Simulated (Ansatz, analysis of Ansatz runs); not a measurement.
# Can an added hole hop between V atoms in VSO5 (P4/n)?, part 2 of 2

Aim: the energy barrier that a trapped hole meets when it moves from one V atom to another one nearby in VSO5 (P4/n). The model is a cell of 56 host atoms.

Ansatz 0.2.0; plane-wave PAW DFT, PBEsol+U; relaxation of all atoms of a supercell at fixed charge in a uniform background; PAW set soft_1.

So far. Step 2 (The cell without the carrier): The largest displacement from an ideal site is 0.035 Å. Step 3 (The hole on the first site): The largest changes of the moments are 0.75 μB on V32, -0.15 μB on O42 and 0.02 μB on O41. The largest part sits on the chosen site.

## Step 4: The hole on the second site

The same start is made on the second site, to get the end of the hop.

Contents of B.relax/input.yaml:

```yaml
crystal:
  lattice:
    - [6.27588807, 6.27588807, 0.0]
    - [-6.27588807, 6.27588807, 0.0]
    - [0.0, 0.0, 8.09526661]
  atoms:
    - { symbol: V, position: [0.250283, 0.750024, 0.30938], spin: 1.0 }
    - { symbol: V, position: [0.750276, 0.250066, 0.309284], spin: 1.0 }
[... 1 atom line left out ...]
    - { symbol: V, position: [0.750228, 0.750075, 0.191336] }
[... 9 atom lines left out ...]
    - { symbol: O, position: [0.750274, 0.750201, 0.375604] }
[... 17 atom lines left out ...]
    - { symbol: V, position: [0.750133, 0.750102, 0.691219], spin: -1.0 }
[... 5 atom lines left out ...]
    - { symbol: O, position: [0.885878, 0.573545, 0.643212] }
[... 1 atom line left out ...]
    - { symbol: O, position: [0.573601, 0.614364, 0.642983] }
[... 7 atom lines left out ...]
    - { symbol: O, position: [0.614471, 0.926748, 0.643279] }
[... 7 atom lines left out ...]
    - { symbol: O, position: [0.614332, 0.426618, 0.85716] }
total_charge: 1
basis:
  ecutwfc: 420
  xc_grid: 2
hamiltonian:
  xc: pbesol
  hubbard:
    sites: [{ species: V, l: d, u_eff: 5.0 }]
    projectors: ortho-atomic
  pseudopotentials: { kind: paw, azcp: { folder: soft_1 }, xc_functional: pbe }
kpoints:
  mp_grid: { grid: [1, 1, 1] }
magnetization:
  spin_polarized: true
  initial_magnetization: 1
  spin_locking: { lock_magnetization: hard }
scf:
  occupations: { method: fermi_dirac, width: 0.01 }
  max_iter: 120
  lower_state_search: "off"
output:
  forces: true
relax:
  f_tol: 0.015
  max_steps: 70
  escape_saddle: false
checkpoint:
  write: "../B.relax.run"
  compress: false
  write_wavefunctions: true
  write_every: 100000
```

The run is started by

```sh
> ansatz run input.yaml --threads 32 --pin off --max-ram 84787MiB --backend cuda --events-out ev --progress --plain --runs-dir out --max-vram 78GiB
```

Numbers of over 12 decimals in the logs are rounded to 6 here.

The log of the run:

```text
[...]
Crystal: 56 atoms, lattice volume = 637.693 Å³
Basis set: ecut = 420 eV, 12411 PW (Γ), exchange–correlation on 120×120×120 points (8 copies of the dense FFT grid, shifted against one another)
Bands: 252, of which v1, the nominal top of the filled ones, is band 196 counted from 1 (195 counted from 0)
Symmetry: 1 space group operations
[...]
k-points: 1
[...]
Starting moments: Σ|m| = 7 μB on 7 of 56 sites
[...]
SCF iter   1: F=—  HF=-52593.504570 eV  |Δ(HF+E_count)|=         —  Δρ=7.49e-2 (↑7.49e-2 ↓7.21e-2)  dr2=1.88e2  dr2_m=2.63e0  M=1.000 μB ∫|m|=12.477 μB  Hψ=2030
[...]
SCF iter   2: F=—  HF=-52570.515348 eV  |Δ(HF+E_count)|=    2.30e1  Δρ=4.34e-2 (↑4.34e-2 ↓4.34e-2)  dr2=4.45e1  dr2_m=1.06e0  M=1.000 μB ∫|m|=10.480 μB  Hψ=1006
[...]
Free energy (F): -52565.184305 eV
[...]
Internal energy: -52565.184305 eV  (E = F + TS)
E sigma→0 (E₀):  -52565.184305 eV
Fermi energy:    5.876713 (↑ 5.877399, ↓ 5.855487) eV
[...]
--- Forces (eV/Å), atoms counted from 1 ---
  atom   1  V      0.00000080     0.00000561    -0.00331527
  atom   2  V     -0.00000772     0.00000675    -0.00337634
  [... 1 atom left out ...]
  atom   4  V     -0.00001651    -0.00005219    -0.01198397
  [... 2 atoms left out ...]
  [... 50 more lines of this table ...]
  max |Σ_I F_I| component: 3.44e-5 eV/Å
--- Band table (eV) ---
[...]
Occupation matrices written to <dir>
--- Relaxed structure (8 steps of the walk, 8 accepted, 0 SCFs on fresh bases) ---
  F+E_penalty+E_count = -52565.18430519 eV   max|allowed force component| = 1.198e-2 eV/Å
  atoms:
    - { symbol: V, position: [0.250194, 0.750080, 0.311188] }
    - { symbol: V, position: [0.750193, 0.250080, 0.311187] }
    [... 1 atom left out ...]
    - { symbol: V, position: [0.750195, 0.750080, 0.180081] }
    [... 2 atoms left out ...]
  [... 50 more lines of this table ...]
[key lines of the parts left out:]
SCF converged after 9 iterations
Magnetization: 1.0000 μB (196.0000 up, 195.0000 down)
```

Run time: 6.6 s. Hardware: 1 × NVIDIA GB200 with 32 threads of Arm Neoverse V2, shared host; peak memory 1.1 GiB; 25 s of CPU time.

Distances from V4 without and with the hole:

| atom | without (Å) | with (Å) |
| --- | --- | --- |
| O14 | 1.59 | 1.56 |
| O10 | 2.01 | 1.94 |
| O18 | 2.01 | 1.94 |
| O20 | 2.01 | 1.94 |
| O12 | 2.01 | 1.94 |

The largest changes of the moments are 0.75 μB on V4, -0.15 μB on O14 and 0.02 μB on O13. The largest part sits on the chosen site.

## Step 5: Points on the line between the two structures

All atoms move on the straight line between the two relaxed structures, 2.98 amu^1/2 Å long in mass-weighted terms. Each point starts from the state of the point before, once from either end, so that both localised states can be followed; the midpoint is also started with the carrier shared.

Contents of A.x0500/input.yaml:

```yaml
crystal:
  lattice:
    - [6.27588807, 6.27588807, 0.0]
    - [-6.27588807, 6.27588807, 0.0]
    - [0.0, 0.0, 8.09526661]
  atoms:
    - { symbol: V, position: [0.250194, 0.75008, 0.308712], spin: 1.0 }
    - { symbol: V, position: [0.750194, 0.25008, 0.308711], spin: 1.0 }
[... 1 atom line left out ...]
    - { symbol: V, position: [0.750195, 0.75008, 0.192795], spin: -1.0 }
[... 9 atom lines left out ...]
    - { symbol: O, position: [0.750195, 0.750079, 0.387875] }
[... 17 atom lines left out ...]
    - { symbol: V, position: [0.750193, 0.750081, 0.692796] }
[... 5 atom lines left out ...]
    - { symbol: O, position: [0.884185, 0.578594, 0.644688] }
[... 1 atom line left out ...]
    - { symbol: O, position: [0.578705, 0.616089, 0.644686] }
[... 7 atom lines left out ...]
    - { symbol: O, position: [0.6162, 0.921568, 0.644686] }
[... 7 atom lines left out ...]
    - { symbol: O, position: [0.614771, 0.426562, 0.857443] }
total_charge: 1
basis:
  ecutwfc: 420
  xc_grid: 2
hamiltonian:
  xc: pbesol
  hubbard:
    sites: [{ species: V, l: d, u_eff: 5.0 }]
    projectors: ortho-atomic
  pseudopotentials: { kind: paw, azcp: { folder: soft_1 }, xc_functional: pbe }
kpoints:
  mp_grid: { grid: [1, 1, 1] }
magnetization:
  spin_polarized: true
  initial_magnetization: 1
  spin_locking: { lock_magnetization: hard }
scf:
  occupations: { method: fermi_dirac, width: 0.01 }
  max_iter: 120
  lower_state_search: "off"
output:
  forces: true
  eigenvalues: true
  eigenstates: { localisation: true }
  write_density: true
  write_potential: true
  volumetric_format: npy
checkpoint:
  read: "../A.x0375.run"
  write: "../A.x0500.run"
  compress: false
  write_wavefunctions: true
  write_every: 100000
```

The log of the run:

```text
[...]
Warning: the atoms were moved onto the symmetric positions of the space group found under crystal.symmetry.tolerance 1.0e-5 (fractional; [...]
Warning: checkpoint.read: the run can stay near the saved state's solution: 56 site(s) moved relative to the saved geometry (max |Δs| = 3.670e-3 fractional); [...]
[...]
device memory: the entry about to start is reckoned to put 5.3 GiB on a device that reports 172.4 GiB free (of which the cap on the GPU budget leaves the run 78.0 GiB)
GPU FFT provider: cuFFT
GPU libraries: cuBLAS 13.8.1, cuFFT 12.4.0, cuSOLVER 12.3.2
GPU matrix products: emulated (plane waves: as basis.precision tells), large ones in fixed point in workspaces of 1.00 GiB
Crystal: 56 atoms, lattice volume = 637.693 Å³
Basis set: ecut = 420 eV, 12411 PW (Γ), exchange–correlation on 120×120×120 points (8 copies of the dense FFT grid, shifted against one another)
Bands: 252, of which v1, the nominal top of the filled ones, is band 196 counted from 1 (195 counted from 0)
Symmetry: 4 space group operations
[...]
k-points: 1
[...]
Starting moments: Σ|m| = 7 μB on 7 of 56 sites; this step starts from the density that it was given
[...]
GPU buffer pool allocated for 216000 grid points (all kernels)
GPU transforms: local potential and band sums: pruned to the plane-wave sphere, on 60×60×54
[...]
SCF iter  14: F=-52564.861719 eV  HF=-52564.861719 eV  |Δ(HF+E_count)|=   3.34e-8  Δρ=2.72e-6 (↑1.71e-6 ↓2.72e-6)  dr2=7.03e-8  dr2_m=1.41e-8  M=1.000 μB ∫|m|=10.189 μB  Hψ=3677
SCF 1 converged in 14 iterations: F = -52564.861719 eV  dr2 = 7.03e-8
[...]
SCF converged after 14 iterations
[...]
Magnetization: 1.0000 μB (196.0000 up, 195.0000 down)
Absolute magnetization: 10.2157 μB (∫|ρ↑−ρ↓|, with the PAW one-centre terms)
[...]
Per-site moments (μB) at R_I (Å): [(0.743737, 0.656130), (0.743737, 0.656130), (-0.749457, 0.656109), [... 6 left out ...]
Free energy (F): -52564.861719 eV
[...]
Internal energy: -52564.861719 eV  (E = F + TS)
E sigma→0 (E₀):  -52564.861719 eV
Fermi energy:    5.798109 (↑ 5.652023, ↓ 5.802051) eV
[...]
--- Forces (eV/Å), atoms counted from 1 ---
  atom   1  V     -0.00000000     0.00000000    -0.11639246
  atom   2  V     -0.00000000     0.00000000    -0.11639246
  [... 1 atom left out ...]
  atom   4  V     -0.00000000     0.00000000     0.44435395
  [... 2 atoms left out ...]
  [... 50 more lines of this table ...]
  max |Σ_I F_I| component: 1.93e-4 eV/Å
--- Band table (eV) ---
[...]
Occupation matrices written to <dir>
```

Elapsed: 2 s, on 1 × NVIDIA GB200 with 32 threads; peak memory 0.93 GiB; 6.3 s of CPU time.

From eigenstates.tsv, first k-point; energies on the run's zero. The participation number counts the atoms that a state is spread over, of 56; bands count from 0.

| spin | band | energy (eV) | occupation | participation | largest share on | share |
| --- | --- | --- | --- | --- | --- | --- |
| down | 189 | 4.695 | 1.00 | 16.7 | O23 | 0.09 |
| down | 190 | 4.774 | 1.00 | 21.9 | O12 | 0.07 |
| down | 191 | 4.774 | 1.00 | 21.9 | O10 | 0.07 |
| down | 192 | 4.899 | 1.00 | 7.2 | V3 | 0.31 |
| down | 193 | 5.045 | 1.00 | 17.6 | O10 | 0.08 |
| down | 194 | 5.356 | 1.00 | 5.0 | V4 | 0.40 |
| down | 195 | 6.248 | 0.00 | 1.7 | V32 | 0.76 |
| down | 196 | 6.841 | 0.00 | 2.1 | V32 | 0.66 |
| down | 197 | 6.841 | 0.00 | 2.1 | V32 | 0.66 |
| down | 198 | 7.544 | 0.00 | 2.5 | V32 | 0.63 |
| down | 199 | 7.869 | 0.00 | 3.4 | V31 | 0.47 |
| up | 190 | 4.692 | 1.00 | 17.0 | O12 | 0.08 |
| up | 191 | 4.777 | 1.00 | 22.1 | O10 | 0.08 |
| up | 192 | 4.777 | 1.00 | 22.1 | O12 | 0.08 |
| up | 193 | 5.035 | 1.00 | 10.1 | V1 | 0.19 |
| up | 194 | 5.036 | 1.00 | 17.9 | O21 | 0.08 |
| up | 195 | 5.055 | 1.00 | 17.6 | O22 | 0.08 |
| up | 196 | 6.246 | 0.00 | 1.7 | V32 | 0.76 |
| up | 197 | 6.851 | 0.00 | 2.0 | V32 | 0.66 |
| up | 198 | 6.851 | 0.00 | 2.0 | V32 | 0.66 |
| up | 199 | 7.580 | 0.00 | 2.3 | V32 | 0.65 |
| up | 200 | 8.004 | 0.00 | 7.1 | V29 | 0.25 |

Under PBEsol+U (5 eV) at the zone centre alone, the highest filled state is spin down, spread over 5 of 56 atoms, and the lowest empty one, 0.89 eV above it, is spin up, spread over 2 of 56 atoms.

Free energies from the first end:

| started from | fraction | energy (eV) | moment change on V32 (μB) | on V4 (μB) |
| --- | --- | --- | --- | --- |
| first site | 0 | 0.000 | 0.75 | 0.01 |
| first site | 0.125 | 0.021 | 0.75 | 0.01 |
| first site | 0.25 | 0.083 | 0.75 | 0.02 |
| first site | 0.375 | 0.184 | 0.74 | 0.02 |
| first site | 0.5 | 0.323 | 0.74 | 0.03 |
| first site | 0.625 | 0.497 | 0.74 | 0.04 |
| second site | 0.875 | 0.021 | 0.01 | 0.75 |
| second site | 0.75 | 0.083 | 0.02 | 0.75 |
| second site | 0.625 | 0.184 | 0.02 | 0.74 |
| second site | 0.5 | 0.323 | 0.03 | 0.74 |
| second site | 0.375 | 0.497 | 0.04 | 0.74 |
| shared | 0.5 | 0.397 | 0.20 | 0.20 |
| second site | 1 | 0.000 | 0.01 | 0.75 |

## Step 6: Outcome

| Quantity | Value |
| --- | --- |
| barrier forward | 0.32 eV |
| barrier backward | 0.32 eV |
| distance of the two sites without the carrier | 4.05 Å |
| carrier at the midpoint | on one site |

In words: On this line the hole must cross 0.32 eV to hop 4.05 Å; both ends have the same energy within 0.005 eV. At the midpoint the lowest state found keeps the carrier on one site. With an assumed attempt frequency of 1e13 per second the rate at 300 K would be 4e+07 per second for this barrier, if every crossing succeeded. A straight line need not be the lowest path, so the true barrier at this U can be lower, or higher if the ends can still break their symmetry. The second site lies about half a repeat away: the first meets it and its image at 4.05 and 4.05 Å, so the cell models a chain, and nothing is concluded on the coupling of a single pair. No run compares the localised hole with one spread in the band, so its binding is unknown and the barrier may exceed it. The magnetic order was assumed and need not be the ground state. The total moment is locked, so a carrier of the other spin direction was not tried. The program's search for lower electronic states was switched off in all runs, so that each state is followed; none is shown to be the lowest at its structure. No image-charge correction is applied; it nearly cancels along the line while the charge stays localised. Limits: sampling at the zone centre alone can move energies of charged and open-shell states by tenths of an eV or more in cells of this size; the images are only 8.1 Å apart; gap and trapping depend on the U chosen (V d 5.0 eV).

[Logs are printed without paths, hosts, clocks, repeated set-up lines and the standing remarks that a program may print on its own settings, such as how far it seeks lower states.]

[Hosts, paths, dates, database ids (printed as entryN), source tags and the programs' standing remarks are cut or masked in the printed files.]
